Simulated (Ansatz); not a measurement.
## LiW2: relaxing a made-up structure

This structure for LiW2 is made up. Its elements were placed in a known structure type with a cell scaled to their sizes. What cell does the guess relax to, and how far off was it?

Method: DFT, PBE, plane-wave PAW, files of the set soft_1, scalar-relativistic, no spin, cell and ions relaxed at zero pressure; PAW set soft_1, in the first sound run; inputs show where later runs differ, in Ansatz 0.2.0.

## 1. Starting point

It takes space group Fd-3m (No. 227, cubic). Conventional cell: a = 8.204 Å, b = 8.204 Å, c = 8.204 Å, α = 90.00°, β = 90.00°, γ = 90.00°. Nearest to W lie 6 W at 2.90 Å and 6 Li at 3.40 Å. Li has 12 W at 3.40 Å nearest. Farther neighbours are not listed.

## 2. Relaxation of the guess

The guessed cell has no reason to be at equilibrium. It is relaxed with the atoms, within the space group of the guess.

input.yaml

```yaml
crystal:
  lattice:
    - [0.0, 4.102, 4.102]
    - [4.102, 0.0, 4.102]
    - [4.102, 4.102, 0.0]
  atoms:
    - { symbol: W, position: [0.625, 0.125, 0.625] }
    - { symbol: W, position: [0.625, 0.625, 0.125] }
    - { symbol: W, position: [0.125, 0.625, 0.625] }
    - { symbol: W, position: [0.625, 0.625, 0.625] }
    - { symbol: Li, position: [0.25, 0.25, 0.25] }
    - { symbol: Li, position: [0.0, 0.0, 0.0] }
kpoints:
  mp_grid: { grid: [6, 6, 6] }
scf:
  occupations: { method: fermi_dirac, width: 0.05 }
hamiltonian:
  xc: pbe
  pseudopotentials: { kind: paw, azcp: { folder: soft_1 } }
relax:
  f_tol: 0.015
  max_steps: 70
  cell: {}
output:
  forces: true
  stress: true
```

Command:

```console
> ansatz run input.yaml --threads 4 --pin off --max-ram 10240MiB --backend cpu --events-out ev --progress --plain --runs-dir out
```

Numbers of over 12 decimals in the logs are rounded to 6 here.

The log of the run:

```text
Engine: ansatz 0.2.0, aarch64-unknown-linux-gnu
Pseudopotentials: kind: paw
Pseudopotential: W, paw, valence charge 14, recommended cutoff 420 eV (normal), soft_1/W.paw.azcp
Pseudopotential: Li, paw, valence charge 3, recommended cutoff 420 eV (normal), soft_1/Li.paw.azcp
Functional definition: PBE
  parameter kappa = 0.804
  parameter beta = 0.066725
  exchange = pbe_x(kappa = kappa, mu = beta*pi^2/3)
  correlation = pbe_c(beta = beta)
Crystal: 6 atoms, lattice volume = 138.044 Å³
Basis set: ecut = 420 eV, 2733 PW (Γ), exchange–correlation on 80×80×80 points (8 copies of the dense FFT grid, shifted against one another)
Bands: 38, of which v1, the nominal top of the filled ones, is band 31 counted from 1 (30 counted from 0)
Symmetry: 48 space group operations
Space group: Fd-3m (ITA 227), of the structure as read, at distance tolerance 5.2e-5 Å
k-points: 16 of 216
Non-local potential: W, projectors of the file, l = 0: 3, l = 1: 2, l = 2: 2, l = 3: 1
Non-local potential: Li, projectors of the file, l = 0: 3, l = 1: 2, l = 2: 1
PAW form: soft (Blöchl's): semilocal exchange-correlation on the pseudo side does not see the compensation charge
PAW one-centre angular grid: W, 590 points (default); XC on 64 Gauss nodes
PAW one-centre angular grid: Li, 110 points (default); XC on 96 Gauss nodes
Initial density: superposition of atomic densities (chi_scale 0.1, normalization cell, long waves kept (reshape's long-wave potential 0.00 eV rms))
Initial wavefunctions: pseudopotential atomic-orbital guess
Functional: x = pbe(κ = 0.804, μ = 0.219515), c = pbe(β = 0.066725)
SCF iter   1: F=—  HF=-41946.779133 eV  |F-HF|=—  |Δ(HF+E_count)|=         —  Δρ=4.83e-2  dr2=4.27e0  ethr=3.10e-3  ⟨swp⟩=5.3  Hψ=2142  notcnv=0
preconditioner: auto → Kerker (q_TF=auto, 2.388 Å⁻¹)  [metal: Δε(μ)=0.043 eV  Ē_g=3.313 eV  σ=0.050 eV  W_gap=0.21  n_scr=26 (ndim 8)  ℏωp=16.1 eV  f_vac=0.000  D(μ)=5.65/eV (n_scr^D=58)]
SCF iter   2: F=—  HF=-41945.885802 eV  |F-HF|=—  |Δ(HF+E_count)|=   8.93e-1  Δρ=2.66e-2  dr2=1.27e0  ethr=3.10e-3  ⟨swp⟩=2.3  Hψ=990  notcnv=0  defer=3
SCF iter   3: F=—  HF=-41945.540561 eV  |F-HF|=—  |Δ(HF+E_count)|=   3.45e-1  Δρ=3.63e-3  dr2=2.02e-2  ethr=2.05e-3  ⟨swp⟩=2.1  Hψ=901  notcnv=0  defer=3
SCF iter   4: F=—  HF=-41945.539735 eV  |F-HF|=—  |Δ(HF+E_count)|=   8.27e-4  Δρ=8.70e-4  dr2=2.52e-3  ethr=3.25e-5  ⟨swp⟩=2.5  Hψ=1117  notcnv=0  defer=3
SCF iter   5: F=—  HF=-41945.539354 eV  |F-HF|=—  |Δ(HF+E_count)|=   3.81e-4  Δρ=3.31e-4  dr2=2.12e-4  ethr=4.07e-6  ⟨swp⟩=2.1  Hψ=1024  notcnv=0  defer=3
SCF iter   6: F=—  HF=-41945.539351 eV  |F-HF|=—  |Δ(HF+E_count)|=   2.46e-6  Δρ=5.14e-5  dr2=2.77e-6  ethr=3.41e-7  ⟨swp⟩=2.0  Hψ=1026  notcnv=0  defer=3
SCF iter   7: F=—  HF=-41945.539351 eV  |F-HF|=—  |Δ(HF+E_count)|=   3.17e-7  Δρ=8.22e-6  dr2=1.10e-7  ethr=4.46e-9  ⟨swp⟩=2.0  Hψ=825  notcnv=0  defer=3
SCF iter   8: F=-41945.539351 eV  HF=-41945.539351 eV  |F-HF|=3.80e-9  |Δ(HF+E_count)|=   2.33e-8  Δρ=2.24e-6  dr2=1.49e-8  ethr=1.61e-10  ⟨swp⟩=3.4  Hψ=1690  notcnv=0
SCF 1 converged in 8 iterations: F = -41945.539351 eV  dr2 = 1.49e-8
  greatest PAW one-centre occupation: 1.000 electrons in one spin orbital (limit 2), on the Li atom at site 5 (counted from 0), in its partial waves of l = 0
relax step   1: F+E_penalty+E_count = -41945.53935145 eV  Δ(F+E_penalty+E_count) = +0.000e0 eV  max|allowed force component| = 1.156e-18 eV/Å  Δτ_max = 0.0000 Å  P = -22.231 GPa  Ω = 138.044 Å³  (8 SCF iters, dr2 threshold 1.00e-7 eV, accepted)
Crystal: 6 atoms, lattice volume = 118.823 Å³
Basis set: ecut = 420 eV, 2277 PW (Γ), exchange–correlation on 80×80×80 points (8 copies of the dense FFT grid, shifted against one another)
Initial density: handed on by an earlier stage of this run
Initial wavefunctions: those handed on with the density
iter 1 solved again at ethr=5.53e-5 eV; its pass at ethr=3.10e-3 eV (dr2=3.43e-2 eV) is discarded
SCF iter   1: F=—  HF=-41947.759031 eV  |F-HF|=—  |Δ(HF+E_count)|=         —  Δρ=5.14e-3  dr2=3.49e-2  ethr=5.53e-5  ⟨swp⟩=1.1  Hψ=3117  notcnv=0
preconditioner: auto → Kerker (q_TF=auto, 2.448 Å⁻¹)  [metal: Δε(μ)=0.023 eV  Ē_g=3.621 eV  σ=0.050 eV  W_gap=0.12  n_scr=26 (ndim 8)  ℏωp=17.4 eV  f_vac=0.000  D(μ)=5.40/eV (n_scr^D=58)]
SCF iter   2: F=—  HF=-41947.750809 eV  |F-HF|=—  |Δ(HF+E_count)|=   8.22e-3  Δρ=2.91e-3  dr2=1.11e-2  ethr=5.53e-5  ⟨swp⟩=1.0  Hψ=608  notcnv=0
SCF iter   3: F=—  HF=-41947.748213 eV  |F-HF|=—  |Δ(HF+E_count)|=   2.60e-3  Δρ=4.77e-4  dr2=3.49e-4  ethr=1.78e-5  ⟨swp⟩=2.0  Hψ=807  notcnv=0
SCF iter   4: F=—  HF=-41947.748181 eV  |F-HF|=—  |Δ(HF+E_count)|=   3.17e-5  Δρ=1.32e-4  dr2=3.94e-5  ethr=5.63e-7  ⟨swp⟩=2.2  Hψ=750  notcnv=0
SCF iter   5: F=—  HF=-41947.748176 eV  |F-HF|=—  |Δ(HF+E_count)|=   5.43e-6  Δρ=4.04e-5  dr2=2.90e-6  ethr=6.36e-8  ⟨swp⟩=2.0  Hψ=1020  notcnv=0
SCF iter   6: F=-41947.748176 eV  HF=-41947.748176 eV  |F-HF|=1.02e-9  |Δ(HF+E_count)|=   1.97e-8  Δρ=6.74e-6  dr2=4.94e-8  ethr=9.68e-10  ⟨swp⟩=4.0  Hψ=1867  notcnv=0
SCF 2 converged in 6 iterations: F = -41947.748176 eV  dr2 = 4.94e-8
relax step   2: F+E_penalty+E_count = -41947.74817603 eV  Δ(F+E_penalty+E_count) = -2.209e0 eV  max|allowed force component| = 1.369e-17 eV/Å  Δτ_max = 0.0000 Å  P = -13.130 GPa  Ω = 118.823 Å³  energy of the carried Pulay correction = +4.087e-3 eV  (6 SCF iters, dr2 threshold 6.00e-7 eV, accepted)
Crystal: 6 atoms, lattice volume = 101.475 Å³
Basis set: ecut = 420 eV, 1989 PW (Γ), exchange–correlation on 80×80×80 points (8 copies of the dense FFT grid, shifted against one another)
iter 1 solved again at ethr=5.00e-5 eV; its pass at ethr=3.10e-3 eV (dr2=3.10e-2 eV) is discarded
SCF iter   1: F=—  HF=-41948.266981 eV  |F-HF|=—  |Δ(HF+E_count)|=         —  Δρ=5.11e-3  dr2=3.13e-2  ethr=5.00e-5  ⟨swp⟩=1.2  Hψ=3168  notcnv=0
preconditioner: auto → Kerker (q_TF=auto, 2.513 Å⁻¹)  [metal: Δε(μ)=0.007 eV  Ē_g=4.268 eV  σ=0.050 eV  W_gap=0.03  n_scr=26 (ndim 8)  ℏωp=18.8 eV  f_vac=0.000  D(μ)=4.06/eV (n_scr^D=26)]
SCF iter   2: F=—  HF=-41948.261166 eV  |F-HF|=—  |Δ(HF+E_count)|=   5.82e-3  Δρ=3.07e-3  dr2=1.19e-2  ethr=5.00e-5  ⟨swp⟩=1.0  Hψ=608  notcnv=0
SCF iter   3: F=—  HF=-41948.258185 eV  |F-HF|=—  |Δ(HF+E_count)|=   2.98e-3  Δρ=3.39e-4  dr2=1.11e-4  ethr=1.93e-5  ⟨swp⟩=2.0  Hψ=791  notcnv=0
SCF iter   4: F=—  HF=-41948.258215 eV  |F-HF|=—  |Δ(HF+E_count)|=   3.00e-5  Δρ=6.99e-5  dr2=5.18e-6  ethr=1.79e-7  ⟨swp⟩=2.0  Hψ=1020  notcnv=0
iter 5 did not close the SCF: its close was put off for the readings that it lacked (scf_convergence_deferred on its scf_iter line)
SCF iter   5: F=-41948.258216 eV  HF=-41948.258216 eV  |F-HF|=6.64e-8  |Δ(HF+E_count)|=   7.13e-7  Δρ=1.85e-5  dr2=3.83e-7  ethr=8.35e-9  ⟨swp⟩=2.0  Hψ=692  notcnv=0
SCF iter   6: F=-41948.258216 eV  HF=-41948.258216 eV  |F-HF|=5.23e-9  |Δ(HF+E_count)|=   9.86e-8  Δρ=4.22e-6  dr2=1.87e-8  ethr=6.18e-10  ⟨swp⟩=2.0  Hψ=2103  notcnv=0
SCF 3 converged in 6 iterations: F = -41948.258216 eV  dr2 = 1.87e-8
relax step   3: F+E_penalty+E_count = -41948.25821568 eV  Δ(F+E_penalty+E_count) = -5.100e-1 eV  max|allowed force component| = 1.349e-17 eV/Å  Δτ_max = 0.0000 Å  P = +6.617 GPa  Ω = 101.475 Å³  energy of the carried Pulay correction = +8.341e-3 eV  (6 SCF iters, dr2 threshold 6.00e-7 eV, accepted)
Crystal: 6 atoms, lattice volume = 106.693 Å³
Basis set: ecut = 420 eV, 2085 PW (Γ), exchange–correlation on 80×80×80 points (8 copies of the dense FFT grid, shifted against one another)
iter 1 solved again at ethr=1.21e-5 eV; its pass at ethr=3.10e-3 eV (dr2=7.51e-3 eV) is discarded
SCF iter   1: F=—  HF=-41948.341037 eV  |F-HF|=—  |Δ(HF+E_count)|=         —  Δρ=2.03e-3  dr2=7.46e-3  ethr=1.21e-5  ⟨swp⟩=1.1  Hψ=2752  notcnv=0
preconditioner: auto → Kerker (q_TF=auto, 2.492 Å⁻¹)  [metal: Δε(μ)=0.025 eV  Ē_g=4.044 eV  σ=0.050 eV  W_gap=0.13  n_scr=26 (ndim 8)  ℏωp=18.3 eV  f_vac=0.000  D(μ)=4.55/eV (n_scr^D=50)]
SCF iter   2: F=—  HF=-41948.339810 eV  |F-HF|=—  |Δ(HF+E_count)|=   1.23e-3  Δρ=1.21e-3  dr2=2.84e-3  ethr=1.20e-5  ⟨swp⟩=1.0  Hψ=608  notcnv=0
SCF iter   3: F=—  HF=-41948.339062 eV  |F-HF|=—  |Δ(HF+E_count)|=   7.47e-4  Δρ=1.47e-4  dr2=2.26e-5  ethr=4.57e-6  ⟨swp⟩=2.0  Hψ=809  notcnv=0
SCF iter   4: F=—  HF=-41948.339064 eV  |F-HF|=—  |Δ(HF+E_count)|=   1.53e-6  Δρ=3.31e-5  dr2=2.81e-6  ethr=3.65e-8  ⟨swp⟩=2.7  Hψ=1048  notcnv=0
iter 5 did not close the SCF: its close was put off for the readings that it lacked (scf_convergence_deferred on its scf_iter line)
SCF iter   5: F=-41948.339063 eV  HF=-41948.339063 eV  |F-HF|=4.57e-8  |Δ(HF+E_count)|=   5.87e-7  Δρ=1.03e-5  dr2=1.85e-7  ethr=4.53e-9  ⟨swp⟩=2.0  Hψ=778  notcnv=0
SCF iter   6: F=-41948.339063 eV  HF=-41948.339063 eV  |F-HF|=1.75e-10  |Δ(HF+E_count)|=   1.38e-8  Δρ=2.99e-6  dr2=1.29e-8  ethr=2.98e-10  ⟨swp⟩=2.0  Hψ=1822  notcnv=0
SCF 4 converged in 6 iterations: F = -41948.339063 eV  dr2 = 1.29e-8
relax step   4: F+E_penalty+E_count = -41948.33906342 eV  Δ(F+E_penalty+E_count) = -8.085e-2 eV  max|allowed force component| = 1.735e-17 eV/Å  Δτ_max = 0.0000 Å  P = -1.226 GPa  Ω = 106.693 Å³  energy of the carried Pulay correction = +6.997e-3 eV  (6 SCF iters, dr2 threshold 6.00e-7 eV, accepted)
Crystal: 6 atoms, lattice volume = 105.785 Å³
iter 1 solved again at ethr=3.67e-7 eV; its pass at ethr=3.10e-3 eV (dr2=2.28e-4 eV) is discarded
SCF iter   1: F=—  HF=-41948.342856 eV  |F-HF|=—  |Δ(HF+E_count)|=         —  Δρ=3.17e-4  dr2=1.61e-4  ethr=3.67e-7  ⟨swp⟩=2.0  Hψ=2717  notcnv=0
preconditioner: auto → Kerker (q_TF=auto, 2.496 Å⁻¹)  [metal: Δε(μ)=0.024 eV  Ē_g=4.082 eV  σ=0.050 eV  W_gap=0.12  n_scr=26 (ndim 8)  ℏωp=18.4 eV  f_vac=0.000  D(μ)=4.49/eV (n_scr^D=26)]
SCF iter   2: F=—  HF=-41948.342829 eV  |F-HF|=—  |Δ(HF+E_count)|=   2.66e-5  Δρ=1.88e-4  dr2=5.87e-5  ethr=2.60e-7  ⟨swp⟩=1.0  Hψ=608  notcnv=0
SCF iter   3: F=—  HF=-41948.342814 eV  |F-HF|=—  |Δ(HF+E_count)|=   1.56e-5  Δρ=2.28e-5  dr2=6.93e-7  ethr=9.46e-8  ⟨swp⟩=2.0  Hψ=790  notcnv=0
iter 4 did not close the SCF: its close was put off for the readings that it lacked (scf_convergence_deferred on its scf_iter line)
SCF iter   4: F=-41948.342814 eV  HF=-41948.342814 eV  |F-HF|=2.87e-9  |Δ(HF+E_count)|=   7.67e-8  Δρ=4.12e-6  dr2=2.27e-8  ethr=1.12e-9  ⟨swp⟩=2.0  Hψ=1040  notcnv=0
iter 5 did not close the SCF: its close was put off for the readings that it lacked (scf_convergence_deferred on its scf_iter line)
SCF iter   5: F=-41948.342814 eV  HF=-41948.342814 eV  |F-HF|=7.20e-10  |Δ(HF+E_count)|=   1.24e-9  Δρ=1.37e-6  dr2=3.36e-9  ethr=3.66e-11  ⟨swp⟩=1.3  Hψ=621  notcnv=0
SCF iter   6: F=-41948.342814 eV  HF=-41948.342814 eV  |F-HF|=1.46e-11  |Δ(HF+E_count)|=  6.55e-11  Δρ=3.54e-7  dr2=2.02e-10  ethr=5.41e-12  ⟨swp⟩=1.0  Hψ=1417  notcnv=0
SCF 5 converged in 6 iterations: F = -41948.342814 eV  dr2 = 2.02e-10
relax step   5: F+E_penalty+E_count = -41948.34281378 eV  Δ(F+E_penalty+E_count) = -3.750e-3 eV  max|allowed force component| = 1.137e-17 eV/Å  Δτ_max = 0.0000 Å  P = -0.007 GPa  Ω = 105.785 Å³  energy of the carried Pulay correction = +7.227e-3 eV  (6 SCF iters, dr2 threshold 6.00e-7 eV, accepted)
Basis set: ecut = 420 eV, 2085 PW (Γ), exchange–correlation on 72×72×72 points (8 copies of the dense FFT grid, shifted against one another)
Initial wavefunctions: pseudopotential atomic-orbital guess (no wavefunctions were taken with the density)
iter 1 solved again at ethr=4.81e-8 eV; its pass at ethr=3.10e-3 eV (dr2=2.98e-5 eV) is discarded
SCF iter   1: F=—  HF=-41948.338297 eV  |F-HF|=—  |Δ(HF+E_count)|=         —  Δρ=2.91e-4  dr2=1.03e-5  ethr=4.81e-8  ⟨swp⟩=3.1  Hψ=3613  notcnv=0
preconditioner: auto → Kerker (q_TF=auto, 2.496 Å⁻¹)  [metal: Δε(μ)=0.024 eV  Ē_g=4.082 eV  σ=0.050 eV  W_gap=0.12  n_scr=26 (ndim 8)  ℏωp=18.4 eV  f_vac=0.000  D(μ)=4.48/eV (n_scr^D=26)]
SCF iter   2: F=—  HF=-41948.338311 eV  |F-HF|=—  |Δ(HF+E_count)|=   1.47e-5  Δρ=1.54e-4  dr2=2.83e-6  ethr=1.67e-8  ⟨swp⟩=1.1  Hψ=610  notcnv=0
SCF iter   3: F=—  HF=-41948.338315 eV  |F-HF|=—  |Δ(HF+E_count)|=   4.06e-6  Δρ=5.67e-6  dr2=9.40e-9  ethr=4.56e-9  ⟨swp⟩=3.0  Hψ=1148  notcnv=0
SCF iter   4: F=—  HF=-41948.338315 eV  |F-HF|=—  |Δ(HF+E_count)|=   8.80e-9  Δρ=8.79e-7  dr2=5.06e-10  ethr=1.52e-11  ⟨swp⟩=2.0  Hψ=790  notcnv=0
iter 5 did not close the SCF: its close was put off for the readings that it lacked (scf_convergence_deferred on its scf_iter line)
SCF iter   5: F=-41948.338315 eV  HF=-41948.338315 eV  |F-HF|=7.28e-12  |Δ(HF+E_count)|=    0.00e0  Δρ=7.82e-8  dr2=2.46e-12  ethr=1.00e-12  ⟨swp⟩=2.0  Hψ=778  notcnv=0
SCF iter   6: F=-41948.338315 eV  HF=-41948.338315 eV  |F-HF|=1.46e-11  |Δ(HF+E_count)|=    0.00e0  Δρ=1.48e-8  dr2=2.51e-13  ethr=1.00e-12  ⟨swp⟩=2.0  Hψ=1774  notcnv=0
SCF 6 converged in 6 iterations: F = -41948.338315 eV  dr2 = 2.51e-13
relax step   6: F+E_penalty+E_count = -41948.33831540 eV  Δ(F+E_penalty+E_count) = +4.498e-3 eV  max|allowed force component| = 1.388e-17 eV/Å  Δτ_max = 0.0000 Å  P = -0.029 GPa  Ω = 105.785 Å³  stress off target by 2.95e-2 GPa  SCF on the basis re-selected at this cell (its energy is not comparable with the rows above)  (6 SCF iters)
basis re-selected at this cell: Δ(F+E_penalty+E_count) = +4.498e-3 eV, ΔP = -0.023 GPa vs the last step (what re-selecting the basis moved, of the pressure what is left beyond the Pulay correction that the steps carried, after the strain that the cell walked since its last selection, with what the two solves' SCF thresholds leave and, on support functions, any second-order correction that the steps lacked; it is no measure of the basis error at this ecutwfc). The dense FFT grid was sized anew with the basis: this SCF ran on 36×36×36 points, the steps before it on 40×40×40, so part of this shift can come from that change (see relax.cell in the input reference). [rest of the remark cut]
SCF converged after 6 iterations
Free energy (F): -41948.338315 eV
Harris-Foulkes:  -41948.338315 eV  (|F-HF|=1.46e-11)
Internal energy: -41948.301250 eV  (E = F + TS)
E sigma→0 (E₀):  -41948.319783 eV
Entropy (-TS):   -0.037066 eV (-6.178 meV/atom)
Fermi energy:    13.158744 eV
--- Per-component energies (eV) ---
  E_band       = -929.778490
  E_kinetic    = 1718.424943
  E_local      = -4505.669663  (includes V_loc(G=0)·N_el)
  E_nonlocal   = -136.586735
  E_hartree    = 1811.294195
  E_xc         = -1083.538581
  E_vxc        = -941.557757  (∫ρ·V_xc dr)
  E_paw        = -34360.679302  (= ΣΔE_a)
  E_vpaw       = -686.978781  (= ΣTr[D̂ρ^β])
  E_aug_tail   = 0.001116  (compensation charges beyond the density's cutoff)
  E_ewald      = -5391.547223
  E_smearing   = -0.037066  (= −TS)
  E_closure    = 0.000000  (closes the sum)
  Σ components = -41948.338315   (vs F -41948.338315, Δ=0.00e0)
--- Forces (eV/Å), atoms counted from 1 ---
  atom   1  W      0.00000000     0.00000000     0.00000000
  atom   2  W      0.00000000    -0.00000000    -0.00000000
  atom   3  W      0.00000000    -0.00000000     0.00000000
  atom   4  W      0.00000000     0.00000000    -0.00000000
  atom   5  Li     0.00000000    -0.00000000    -0.00000000
  atom   6  Li    -0.00000000     0.00000000    -0.00000000
  max |Σ_I F_I| component: 4.63e-18 eV/Å
--- Stress (GPa, compression-positive) ---
       -0.029460       0.000000       0.000000
        0.000000      -0.029460       0.000000
        0.000000       0.000000      -0.029460
  P = ⅓ Tr σ = -0.0295 GPa (-0.295 kbar)
--- Relaxed structure (5 steps of the walk, 5 accepted, 1 SCFs on fresh bases) ---
  F+E_penalty+E_count = -41948.33831540 eV   max|allowed force component| = 1.388e-17 eV/Å   (the final SCF, on the basis selected at the relaxed cell)
  cell:  # Å, volume = 105.7854 Å³
    - [0, 3.753749, 3.753749]
    - [3.753749, 0, 3.753749]
    - [3.753749, 3.753749, 0]
  atoms:
    - { symbol: W, position: [0.625000, 0.125000, 0.625000] }
    - { symbol: W, position: [0.625000, 0.625, 0.125000] }
    - { symbol: W, position: [0.125000, 0.625, 0.625000] }
    - { symbol: W, position: [0.625000, 0.625000, 0.625000] }
    - { symbol: Li, position: [0.250000, 0.25, 0.25] }
    - { symbol: Li, position: [0, 0, 0] }
```

Wall time 6.7 s (4 threads of Arm Neoverse V1, shared host); peak memory 0.48 GiB.

Step by step:

| step | energy less that of the first step (eV) | largest force component (eV/Å) | pressure (GPa) | volume (Å³) |
| --- | --- | --- | --- | --- |
| 1 | 0.0000 | 0.0000 | -22.23 | 138.04 |
| 2 | -2.2088 | 0.0000 | -13.13 | 118.82 |
| 3 | -2.7189 | 0.0000 | 6.62 | 101.47 |
| 4 | -2.7997 | 0.0000 | -1.23 | 106.69 |
| 5 | -2.8035 | 0.0000 | -0.01 | 105.79 |
| 6* | -2.7990 | 0.0000 | -0.03 | 105.79 |

Relaxation steps marked * repeat the geometry before them on a plane-wave basis chosen anew for their cell, so energy and pressure can jump there.

Forces are held to the 48 operations that the run works with; a distortion that breaks them can't arise in this run.

| conventional cell, symmetrised | before | after | change |
| --- | --- | --- | --- |
| a (Å) | 8.204 | 7.507 | -8.5 % |
| b (Å) | 8.204 | 7.507 | -8.5 % |
| c (Å) | 8.204 | 7.507 | -8.5 % |
| volume (Å³/atom) | 23.01 | 17.63 | -23.4 % |

Final coordinates:

```xyz
6
Lattice="0.0000 3.7537 3.7537 3.7537 0.0000 3.7537 3.7537 3.7537 0.0000" Properties=species:S:1:pos:R:3 pbc="T T T"
W     2.8153    4.6922    2.8153
W     2.8153    2.8153    4.6922
W     4.6922    2.8153    2.8153
W     4.6922    4.6922    4.6922
Li    1.8769    1.8769    1.8769
Li    0.0000    0.0000    0.0000
```

Numbers from this step:

```
free energy             : -41948.3383 eV
energy at zero smearing : -41948.3198 eV
smearing term TS        : 0.03707 eV
Fermi energy            : 13.16 eV
electrons               : 62
symmetry operations     : 48
pressure                : -0.02946 GPa
```

The shortest distance of each pair, which need not be the same contact before and after:

| pair | guess (Å) | relaxed (Å) |
| --- | --- | --- |
| W–W | 2.901 | 2.654 |
| Li–W | 3.401 | 3.112 |
| Li–Li | 3.552 | 3.251 |

The relaxation ends with a pressure of -0.03 GPa.

(Continued in part 2 of 2.)

[Logs are printed without paths, hosts, clocks, repeated set-up lines and the standing remarks that a program may print on its own settings, such as how far it seeks lower states.]

[Hosts, paths, dates, database ids (printed as entryN), source tags and the programs' standing remarks are cut or masked in the printed files.]
